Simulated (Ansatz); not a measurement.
## Starting-point dependence of the GW gap of SiO2 (Quartz)

How much of the starting functional survives in the G0W0 gap of SiO2 (Quartz)?

Main program and level: Ansatz 0.2.0; G0W0 on several functionals, plane waves, PAW.

In doubt: masses and optical values from hybrid runs of this build are listed as unsure (steps 3, 4), which bears on the screening that GW takes from such a start.

## (1) Starting point

It takes space group P3_121 (No. 152, trigonal). Conventional cell: a = 4.916 Å, b = 4.916 Å, c = 5.409 Å, α = 90.00°, β = 90.00°, γ = 120.00°. Nearest to Si lie 4 O at 1.61 Å. O has 2 Si at 1.61 Å nearest. Farther neighbours and most contacts between anions are not listed.

The cell and positions come from the Crystallography Open Database and are kept as given unless a step says otherwise. The default PAW set here is soft_2. Its files were made with PBE.

## (2) G0W0 on PBE

G0W0 replaces the xc potential by the self-energy, built once from these orbitals. Only a window of levels is corrected, while the sums run over the empty bands that the input names.

This step: G0W0 on PBE, plane waves, PAW.

Input file input.yaml:

```yaml
crystal:
  lattice:
    - [4.9158, 0.0, 0.0]
    - [-2.4579, 4.2572076799, 0.0]
    - [0.0, 0.0, 5.4091]
  atoms:
    - { symbol: Si, position: [0.5303, 0.0, 0.3333333333] }
    - { symbol: Si, position: [0.0, 0.5303, 0.6666666667] }
    - { symbol: Si, position: [0.4697, 0.4697, 0.0] }
    - { symbol: O, position: [0.1462, 0.4142, 0.881] }
    - { symbol: O, position: [0.5858, 0.732, 0.2143333333] }
    - { symbol: O, position: [0.268, 0.8538, 0.5476666667] }
    - { symbol: O, position: [0.4142, 0.1462, 0.119] }
    - { symbol: O, position: [0.732, 0.5858, 0.7856666667] }
    - { symbol: O, position: [0.8538, 0.268, 0.4523333333] }
kpoints:
  mp_grid: { grid: [6, 6, 4] }
hamiltonian:
  xc: pbe
scf:
  occupations: { method: fixed }
gw:
  n_empty_bands: 241
  ecut_chi: 96
  qp_bands: [v3, c3]
  qp_kpoints: band_edges
  screening: { model: contour_deformation }
```

On the command line:

```
$ ansatz run input.yaml --threads 3 --pin off --max-ram 92160MiB --backend cuda --events-out ev --progress --plain --runs-dir out --devices 1 --max-vram 13GiB
```

Numbers of over 12 decimals in the logs are rounded to 6 here.

The program printed:

```text
GPUs: using 1 of 1 available (devices: 1).
Engine: ansatz 0.2.0, x86_64-unknown-linux-gnu
Pseudopotentials: kind: paw
Pseudopotential: Si, paw, valence charge 4, recommended cutoff 420 eV (normal), Si.paw.azcp
Pseudopotential: O, paw, valence charge 6, recommended cutoff 420 eV (normal), O.paw.azcp
Functional definition: PBE
  parameter kappa = 0.804
  parameter beta = 0.066725
  exchange = pbe_x(kappa = kappa, mu = beta*pi^2/3)
  correlation = pbe_c(beta = beta)
device memory: the entry about to start is reckoned to put 1.4 GiB on a device that reports 27.9 GiB free (of which the cap on the GPU budget leaves the run 13.0 GiB)
GPU FFT provider: cuFFT
GPU libraries: cuBLAS 13.8.2, cuFFT 12.4.0, cuSOLVER 12.3.4
Crystal: 9 atoms, lattice volume = 113.199 Å³
Basis set: ecut = 420 eV, 2209 PW (Γ)
Bands: 33, of which v1, the nominal top of the filled ones, is band 24 counted from 1 (23 counted from 0)
Symmetry: 6 space group operations
Space group: P3121 (ITA 152), of the structure as read, at distance tolerance 4.8e-5 Å
k-points: 24 of 144 (time reversal used)
Non-local potential: Si, projectors of the file, l = 0: 2, l = 1: 2, l = 2: 2
Non-local potential: O, projectors of the file, l = 0: 2, l = 1: 2, l = 2: 1
PAW form: soft (Blöchl's): semilocal exchange-correlation on the pseudo side does not see the compensation charge
PAW one-centre angular grid: Si, 110 points (default); XC on 64 Gauss nodes
PAW one-centre angular grid: O, 110 points (default); XC on 64 Gauss nodes
Initial density: superposition of atomic densities (neutral atoms: chi_scale 0, normalization atom), corrected by the library's trained network
Initial wavefunctions: pseudopotential atomic-orbital guess
GPU buffer pool allocated for 51840 grid points (all kernels)
GPU transforms: local potential and band sums: pruned to the plane-wave sphere, on 36×36×40
Functional: x = pbe(κ = 0.804, μ = 0.219515), c = pbe(β = 0.066725)
SCF iter   1: F=—  HF=-5322.118245 eV  |F-HF|=—  |Δ(HF+E_count)|=         —  Δρ=1.33e-3  dr2=1.06e-3  ethr=1.77e-3  ⟨swp⟩=4.9  Hψ=3649  notcnv=0  defer=151
preconditioner: auto → Resta (q_TF=auto, 2.365 Å⁻¹)  ε∞=3.0  [insulator: Δε(μ)=5.992 eV  Ē_g=17.045 eV  n_scr=22 (ndim 8)  ℏωp=24.2 eV  f_vac=0.113  ε∞_Penn≈3.0]
SCF iter   2: F=—  HF=-5322.119734 eV  |F-HF|=—  |Δ(HF+E_count)|=   1.49e-3  Δρ=5.98e-4  dr2=1.38e-4  ethr=2.21e-6  ⟨swp⟩=2.2  Hψ=1482  notcnv=0  defer=166
SCF iter   3: F=—  HF=-5322.120153 eV  |F-HF|=—  |Δ(HF+E_count)|=   4.19e-4  Δρ=2.56e-4  dr2=3.26e-5  ethr=2.88e-7  ⟨swp⟩=2.0  Hψ=1201  notcnv=0  defer=166
SCF iter   4: F=—  HF=-5322.120278 eV  |F-HF|=—  |Δ(HF+E_count)|=   1.25e-4  Δρ=3.69e-5  dr2=1.54e-6  ethr=6.79e-8  ⟨swp⟩=2.0  Hψ=1343  notcnv=0  defer=165
iter 5 did not close the SCF: its close was put off for the readings that it lacked (scf_convergence_deferred on its scf_iter line)
SCF iter   5: F=-5322.120281 eV  HF=-5322.120281 eV  |F-HF|=2.13e-7  |Δ(HF+E_count)|=   2.74e-6  Δρ=8.57e-6  dr2=8.56e-8  ethr=3.21e-9  ⟨swp⟩=2.0  Hψ=1147  notcnv=0  defer=165
SCF iter   6: F=-5322.120281 eV  HF=-5322.120281 eV  |F-HF|=5.63e-9  |Δ(HF+E_count)|=   2.33e-7  Δρ=1.96e-6  dr2=3.76e-9  ethr=1.78e-10  ⟨swp⟩=10.5  Hψ=4048  notcnv=0
SCF 1 converged in 6 iterations: F = -5322.120281 eV  dr2 = 3.76e-9
  greatest PAW one-centre occupation: 0.863 electrons in one spin orbital (limit 2), on the O atom at site 8 (counted from 0), in its partial waves of l = 0
device memory: the entry about to start is reckoned to put 1.4 GiB (of the 1.5 GiB reckoned in all, the device holds 0.2 GiB already) on a device that reports 27.5 GiB free (of which the cap on the GPU budget leaves the run 12.9 GiB)
NSCF: frozen V_eff on 24 k-points, pencils in batches of 32, up to order 132
the band table was solved once the SCF had ended and its energy, with any forces and stress, was formed, with the checks that follow a solve (3445 applications of the Hamiltonian). They found nothing against the state; the energy, forces and stress were not computed again (output.eigenvalues in the input reference)
device memory: the entry about to start is reckoned to put 4.9 GiB on a device that reports 31.7 GiB free (of which the cap on the GPU budget leaves the run 13.0 GiB)
NSCF: frozen V_eff on 24 k-points
G₀W₀ screening: q 1/24
[... further progress lines ...]
SCF converged after 6 iterations
Free energy (F): -5322.120281 eV
Harris-Foulkes:  -5322.120281 eV  (|F-HF|=5.63e-9)
Internal energy: -5322.120281 eV  (E = F + TS)
E sigma→0 (E₀):  -5322.120281 eV
Fermi energy:    2.534941 eV
--- Per-component energies (eV) ---
  E_band       = -205.712594
  E_kinetic    = 1211.149593
  E_local      = -2960.025541  (includes V_loc(G=0)·N_el)
  E_nonlocal   = 361.564207
  E_hartree    = 1062.314959
  E_xc         = -613.780584
  E_vxc        = -712.560522  (∫ρ·V_xc dr)
  E_paw        = -2494.383670  (= ΣΔE_a)
  E_vpaw       = -230.485041  (= ΣTr[D̂ρ^β])
  E_aug_tail   = 0.015659  (compensation charges beyond the density's cutoff)
  E_ewald      = -1888.974903
  E_smearing   = -0.000000  (= −TS)
  E_closure    = 0.000000  (closes the sum)
  Σ components = -5322.120281   (vs F -5322.120281, Δ=0.00e0)
--- Band table (eV; the first three rows and the last of 24) ---
  k-point 0: bands = [... 20 lower, 1.5355, 1.8491, 2.2214, 2.2214, 8.5304, 11.8538, 11.8538, 12.3090, ... 5 higher]
  k-point 1: bands = [... 20 lower, 1.4657, 2.0012, 2.3105, 2.4404, 9.1286, 11.6806, 11.7919, 11.8117, ... 5 higher]
  k-point 2: bands = [... 20 lower, 1.3346, 2.3207, 2.3207, 2.4441, 10.4816, 10.4816, 11.5997, 12.2849, ... 5 higher]
  k-point 23: bands = [... 20 lower, 1.5978, 1.7710, 1.9498, 1.9498, 11.5467, 12.3426, 12.3426, 12.6360, ... 5 higher]
--- G₀W₀: contour deformation, 5 samples at zero and on the imaginary axis and 2 off it, 144 q-points, 241 empty bands' worth ---
  eigenvalues of the whole cell's RPA ε∞ on this k-mesh (on a slab, of 1 + 4πα/V) = 2.3533, 2.3533, 2.3851; static W/v taken at q = 0 is 0.422577
  bands read: the sum over 265 bands ends inside a degenerate multiplet in 2 slots, whose members it reads at an even weight; the widest, k=0: bands 265 to 266 (counted from 1) at 1/2 each
  gw.qp_kpoints: band_edges: 23 of 24 stored k-points solved, in 1 pass; an edge of the gap read off the rows below is read off those points alone
    valence top: of the k-points left out ik 23 came nearest to being solved in a further pass, in band 24 (counted from 1, as in the quasiparticle table): it holds the edge there only if its correction is more favourable than any solved in that band by at least 0.585 eV; those differ by 0.069 eV
    conduction bottom: of the k-points left out ik 23 came nearest to being solved in a further pass, in band 25 (counted from 1, as in the quasiparticle table): it holds the edge there only if its correction is more favourable than any solved in that band by at least 3.016 eV; those differ by 0.774 eV
    ik  band        ε_KS         Σx   Σc(E_QP)       V_xc       Z   E_QP_lin       E_QP  E_QP is
     0    22      1.8491   -26.3960     4.3928   -20.3047  0.8087     0.1263     0.1507  root
     0    23      2.2214   -26.2882     4.3138   -20.3223  0.8104     0.5471     0.5693  root
     0    24      2.2214   -26.2882     4.3138   -20.3223  0.8104     0.5471     0.5693  root
     0    25      8.5304    -7.8343    -3.3959   -12.4180  0.8688     9.7250     9.7181  root
     0    26     11.8538    -6.5913    -3.8203   -11.9226  0.8597    13.3786    13.3649  root
     0    27     11.8538    -6.5913    -3.8203   -11.9226  0.8597    13.3786    13.3649  root
     1    22      2.0012   -26.5017     4.3828   -20.4451  0.8091     0.3042     0.3274  root
     1    23      2.3105   -26.5718     4.3561   -20.5779  0.8097     0.6509     0.6727  root
     1    24      2.4404   -26.7474     4.3410   -20.8049  0.8105     0.8185     0.8389  root
     1    25      9.1286    -8.2682    -3.3879   -12.9364  0.8651    10.4171    10.4089  root
     1    26     11.6806    -6.7827    -3.8696   -12.1758  0.8606    13.2179    13.2042  root
     1    27     11.7919    -8.0166    -3.7486   -13.3928  0.8543    13.4359    13.4194  root
     2    22      2.3207   -26.7703     4.3685   -20.7826  0.8099     0.6805     0.7016  root
     2    23      2.3207   -26.7703     4.3685   -20.7826  0.8099     0.6805     0.7016  root
     2    24      2.4441   -26.7560     4.3524   -20.7935  0.8100     0.8133     0.8340  root
     2    25     10.4816    -8.7011    -3.4797   -13.6504  0.8582    11.9633    11.9512  root
     2    26     10.4816    -8.7011    -3.4797   -13.6504  0.8582    11.9633    11.9512  root
     2    27     11.5997    -4.5470    -3.7801    -9.5231  0.8694    12.8039    12.7957  root
     3    22      1.7514   -26.2529     4.3901   -20.1456  0.8088     0.0092     0.0342  root
     3    23      2.2746   -26.4914     4.3402   -20.5131  0.8101     0.6147     0.6365  root
     3    24      2.3107   -26.4777     4.3282   -20.5167  0.8103     0.6565     0.6780  root
     3    25      8.9546    -8.1489    -3.3904   -12.7936  0.8661    10.2168    10.2089  root
     3    26     11.8319    -6.8566    -3.8665   -12.2814  0.8592    13.4048    13.3902  root
     3    27     11.8922    -6.7713    -3.8916   -12.2211  0.8591    13.4652    13.4504  root
[...]
21    26     11.4681    -8.5371    -3.7056   -13.8607  0.8543    13.1020    13.0860  root
    21    27     11.9529    -8.6271    -3.6412   -13.9157  0.8520    13.6174    13.6004  root
    22    22      1.9843   -26.4401     4.3701   -20.4018  0.8093     0.2930     0.3161  root
    22    23      2.0250   -26.5594     4.3804   -20.5231  0.8090     0.3465     0.3691  root
    22    24      2.3363   -26.5828     4.3369   -20.6214  0.8103     0.6905     0.7118  root
    22    25     11.4691    -9.8780    -3.9870   -15.7658  0.8496    13.3928    13.3699  root
    22    26     11.7830    -7.2892    -3.6186   -12.3412  0.8585    13.2289    13.2164  root
    22    27     12.1394    -8.4920    -3.6971   -13.8461  0.8520    13.8138    13.7964  root
```

Elapsed: 66 s, on 1 × NVIDIA H100 80GB HBM3 (shared by 6 runs) with 3 threads of AMD EPYC 7R13 (Zen 3), shared host; peak memory 1.6 GiB; 1.9 min of CPU time.

In the SCF lines HF is the Harris–Foulkes energy and dr2 the Hartree energy of the density residual, in eV; the loop may stop once dr2 is under the threshold and the program's other checks hold. Hψ counts applications of the Hamiltonian.

This step gave:

```yaml
bands_summed: 265
rpa_eps_infinity_on_this_mesh_eigenvalues: 2.353, 2.353, 2.385
plane_waves_in_the_screening_matrix: 237
q_points_in_the_mesh: 144
g0w0_gap_on_the_mesh: 8.766 eV
k_of_the_valence_top: 0.3333, 0.3333, 0
k_of_the_conduction_bottom: 0, 0, 0
starting_gap_on_the_mesh: 5.995 eV
z_at_the_valence_top: 0.8107
z_at_the_conduction_bottom: 0.8688
least_direct_g0w0_gap_on_the_computed_points: 9.149 eV
```

The gap on the mesh goes from 6.00 eV to 8.77 eV, a correction of +2.77 eV. Between the two edge states, bare exchange in place of the xc potential would open the gap by 10.50 eV, and correlation takes back 7.73 eV.

## (3) G0W0 on HSE06

One-shot GW remembers its start. Another functional's orbitals and levels show by how much.

This step: G0W0 on HSE06, plane waves, PAW.

Changes to input.yaml since step 2:

```diff
@@ -18,3 +18,3 @@
 hamiltonian:
-  xc: pbe
+  xc: hse06
 scf:
```

The program printed:

```text
GPUs: using 1 of 1 available (devices: 1).
[...]
davidson cushion auto → on  (no smearing: the cushion is to keep the highest requested band from converging to the state above it; pin scf.eigensolver.cushion to override)
[...]
GPU FFT provider: cuFFT
GPU libraries: cuBLAS 13.8.2, cuFFT 12.4.0, cuSOLVER 12.3.4
Crystal: 9 atoms, lattice volume = 113.199 Å³
Basis set: ecut = 420 eV, 2209 PW (Γ)
Bands: 33, of which v1, the nominal top of the filled ones, is band 24 counted from 1 (23 counted from 0)
[... 1 set-up line as in the run before ...]
[...]
k-points: 24 of 144 (time reversal used)
[...]
GPU buffer pool allocated for 51840 grid points (all kernels)
[...]
SCF iter   1: F=—  HF=-5322.116457 eV  |F-HF|=—  |Δ(HF+E_count)|=         —  Δρ=1.17e-3  dr2=7.91e-4  ethr=1.77e-3  ⟨swp⟩=2.0  Hψ=6043  notcnv=0
[...]
SCF iter   2: F=-5322.118185 eV  HF=-5322.117707 eV  |F-HF|=4.78e-4  |Δ(HF+E_count)|=   1.25e-3  Δρ=5.28e-4  dr2=7.17e-5  ethr=1.50e-7  ⟨swp⟩=2.3  Hψ=4455  notcnv=0
SCF 1 stopped early in 2 iterations: F = -5322.118185 eV  dr2 = 7.17e-5
[...]
GPU FFT provider: cuFFT
GPU libraries: cuBLAS 13.8.2, cuFFT 12.4.0, cuSOLVER 12.3.4
[...]
GPU buffer pool allocated for 51840 grid points (all kernels)
[...]
Frozen-core exchange: fock
[...]
Internal energy: -5323.250994 eV  (E = F + TS)
E sigma→0 (E₀):  -5323.250994 eV
Fermi energy:    1.194887 eV
[...]
--- Band table (eV; the first three rows and the last of 24) ---
  k-point 0: bands = [... 20 lower, 0.1327, 0.4649, 0.8683, 0.8683, 9.0254, 12.4612, 12.4612, 12.9646, ... 2 higher]
  k-point 1: bands = [... 20 lower, 0.0798, 0.6257, 0.9507, 1.0939, 9.6400, 12.3109, 12.3581, 12.4285, ... 2 higher]
  k-point 2: bands = [... 20 lower, -0.0533, 0.9627, 0.9627, 1.0914, 11.0491, 11.0491, 12.1215, 12.9735, ... 2 higher]
  k-point 23: bands = [... 20 lower, 0.2120, 0.3941, 0.5750, 0.5750, 12.3893, 12.9406, 12.9406, 13.3136, ... 2 higher]
  guard bands above this table: 3 of the run's 33 bands. The solve was not asked for them (output.publish_guard_bands: true or output.eigenvalues: true publishes all)
[...]
0    22      0.4649   -26.4499     3.8763   -21.7327  0.8365    -0.3801    -0.3760  root
     0    23      0.8683   -26.3689     3.8201   -21.7380  0.8377     0.0537     0.0574  root
     0    24      0.8683   -26.3689     3.8201   -21.7380  0.8377     0.0537     0.0574  root
     0    25      9.0254    -7.1888    -3.1458   -11.2811  0.8898     9.9752     9.9720  root
     0    26     12.4612    -6.0943    -3.4734   -10.7523  0.8826    13.6517    13.6458  root
     0    27     12.4612    -6.0943    -3.4734   -10.7523  0.8826    13.6517    13.6458  root
     1    22      0.6257   -26.5439     3.8706   -21.8514  0.8368    -0.2000    -0.1962  root
     1    23      0.9507   -26.5957     3.8517   -21.9478  0.8372     0.1509     0.1545  root
[...]
22    24      0.9850   -26.6166     3.8380   -21.9909  0.8377     0.1937     0.1972  root
    22    25     12.2130    -9.0977    -3.5921   -14.1496  0.8740    13.6823    13.6728  root
    22    26     12.3598    -6.3731    -3.2721   -10.7124  0.8833    13.4318    13.4270  root
    22    27     12.7812    -7.7772    -3.3343   -12.3948  0.8767    14.0718    14.0645  root
[key lines of the parts left out:]
Free energy (F): -5323.250994 eV
```

It took 2.6 min on 1 × NVIDIA H100 80GB HBM3 (shared by 6 runs) with 3 threads; peak memory 2.3 GiB.

This step gave:

```yaml
bands_summed: 265
rpa_eps_infinity_on_this_mesh_eigenvalues: 2.115, 2.115, 2.138
plane_waves_in_the_screening_matrix: 237
q_points_in_the_mesh: 144
g0w0_gap_on_the_mesh: 9.532 eV
k_of_the_valence_top: 0.3333, 0.3333, 0
k_of_the_conduction_bottom: 0, 0, 0
starting_gap_on_the_mesh: 7.831 eV
z_at_the_valence_top: 0.8380
z_at_the_conduction_bottom: 0.8898
least_direct_g0w0_gap_on_the_computed_points: 9.915 eV
```

Against the run with 6×6×4 mesh, 241 empty bands, screening to 96 eV on PBE, the gap moves by +0.77 eV, while the start moved by +1.84 eV.

## (4) G0W0 on PBE0

This step: G0W0 on PBE0, plane waves, PAW.

Changes to input.yaml since step 3:

```diff
@@ -18,3 +18,3 @@
 hamiltonian:
-  xc: hse06
+  xc: pbe0
 scf:
```

The program printed:

```text
GPUs: using 1 of 1 available (devices: 1).
[...]
GPU FFT provider: cuFFT
GPU libraries: cuBLAS 13.8.2, cuFFT 12.4.0, cuSOLVER 12.3.4
Crystal: 9 atoms, lattice volume = 113.199 Å³
Basis set: ecut = 420 eV, 2209 PW (Γ)
Bands: 33, of which v1, the nominal top of the filled ones, is band 24 counted from 1 (23 counted from 0)
[... 1 set-up line as in the run before ...]
[...]
k-points: 24 of 144 (time reversal used)
[...]
1    22      0.2169   -26.5481     3.7443   -22.2666  0.8440    -0.3218    -0.3204  root
     1    23      0.5436   -26.5994     3.7268   -22.3608  0.8444     0.0304     0.0317  root
[...]
22    24      0.5777   -26.6210     3.7141   -22.4045  0.8448     0.0740     0.0752  root
    22    25     12.5920    -9.0784    -3.4845   -13.7462  0.8799    13.7809    13.7753  root
    22    26     12.7296    -6.3471    -3.1740   -10.3098  0.8890    13.5206    13.5183  root
    22    27     13.1611    -7.7629    -3.2319   -11.9972  0.8826    14.1676    14.1636  root
[key lines of the parts left out:]
Free energy (F): -5324.302564 eV
Fermi energy:    0.788937 eV
```

It took 86 s on 1 × NVIDIA H100 80GB HBM3 (shared by 6 runs) with 3 threads; peak memory 2.3 GiB.

This step gave:

```
bands summed                                 : 265
RPA ε∞ on this mesh (eigenvalues)            : 2.065, 2.065, 2.086
plane waves in the screening matrix          : 237
G0W0 gap on the mesh                         : 9.737 eV
k of the valence top                         : 0.3333, 0.3333, 0
k of the conduction bottom                   : 0, 0, 0
starting gap on the mesh                     : 8.595 eV
least direct G0W0 gap on the computed points : 10.12 eV
```

Against the run with 6×6×4 mesh, 241 empty bands, screening to 96 eV on HSE06, the gap moves by +0.21 eV, while the start moved by +0.76 eV.

## (5) The starts together

All on the 6×6×4 mesh with 241 empty bands and screening to 96 eV. Times are wall times on 1 × NVIDIA H100 80GB HBM3 (shared by 6 runs) with 3 threads of AMD EPYC 7R13 (Zen 3), shared host, good to a factor of about two.

```
start  starting gap (eV)  shift (eV)  G0W0 gap (eV)  RPA ε∞ (harmonic mean)  Z (valence, conduction)     time
  PBE               6.00       +2.77           8.77                    2.36               0.81, 0.87     66 s
HSE06               7.83       +1.70           9.53                    2.12               0.84, 0.89  2.6 min
 PBE0               8.60       +1.14           9.74                    2.07               0.85, 0.89     86 s
```

How the two edges are built up, in eV (the quasiparticle level is the starting level plus Σx plus Σc less Vxc):

```
  run               edge  start      Σx     Σc     Vxc     Z     QP
  PBE        valence top   2.53  -26.84   4.34  -20.92  0.81   0.95
  PBE  conduction bottom   8.53   -7.83  -3.40  -12.42  0.87   9.72
HSE06        valence top   1.19  -26.85   3.84  -22.26  0.84   0.44
HSE06  conduction bottom   9.03   -7.19  -3.15  -11.28  0.89   9.97
 PBE0        valence top   0.79  -26.86   3.72  -22.67  0.85   0.32
 PBE0  conduction bottom   9.38   -7.18  -3.06  -10.91  0.89  10.06
```

For a hybrid start, Vxc holds its share of exact exchange.

## (6) Outcome

```yaml
g0w0_pbe: 8.77 eV (start 6.00 eV)
g0w0_hse06: 9.53 eV (start 7.83 eV)
g0w0_pbe0: 9.74 eV (start 8.60 eV)
known_limits: not at the basis limit
```

**Reading.** The starting gaps span 2.60 eV and the G0W0 gaps 0.97 eV. Between PBE and PBE0, 0.97 eV of the 2.60 eV survives, 37 %. PBE0 screens less than PBE (ε∞ 2.07 against 2.36). Of the 0.97 eV by which its G0W0 gap is higher, the correlation part gives +0.95 eV, and exchange with the one-particle terms, which follow the orbitals, +0.02 eV. The smallest correction, +1.14 eV, is on PBE0, the start nearest to reproducing itself. Bands and cutoff are finite, so the gap is not at the basis limit. The miss can reach some tenths of an eV and take either sign; the mesh is an error of its own.

[Paths, hosts, dates, memory and timing lines, banners, echoed tables and standing remarks are left out of the program output.]

[Logs are printed without paths, hosts, clocks, repeated set-up lines and the standing remarks that a program may print on its own settings, such as how far it seeks lower states.]

[Runs of the session that timed out or met a known fault of the program may be left out.]

[Cells called generated may have been cut or substituted from an entry of the Crystallography Open Database or the Materials Project.]

[Hosts, paths, dates, database ids (printed as entryN), source tags and the programs' standing remarks are cut or masked in the printed files.]
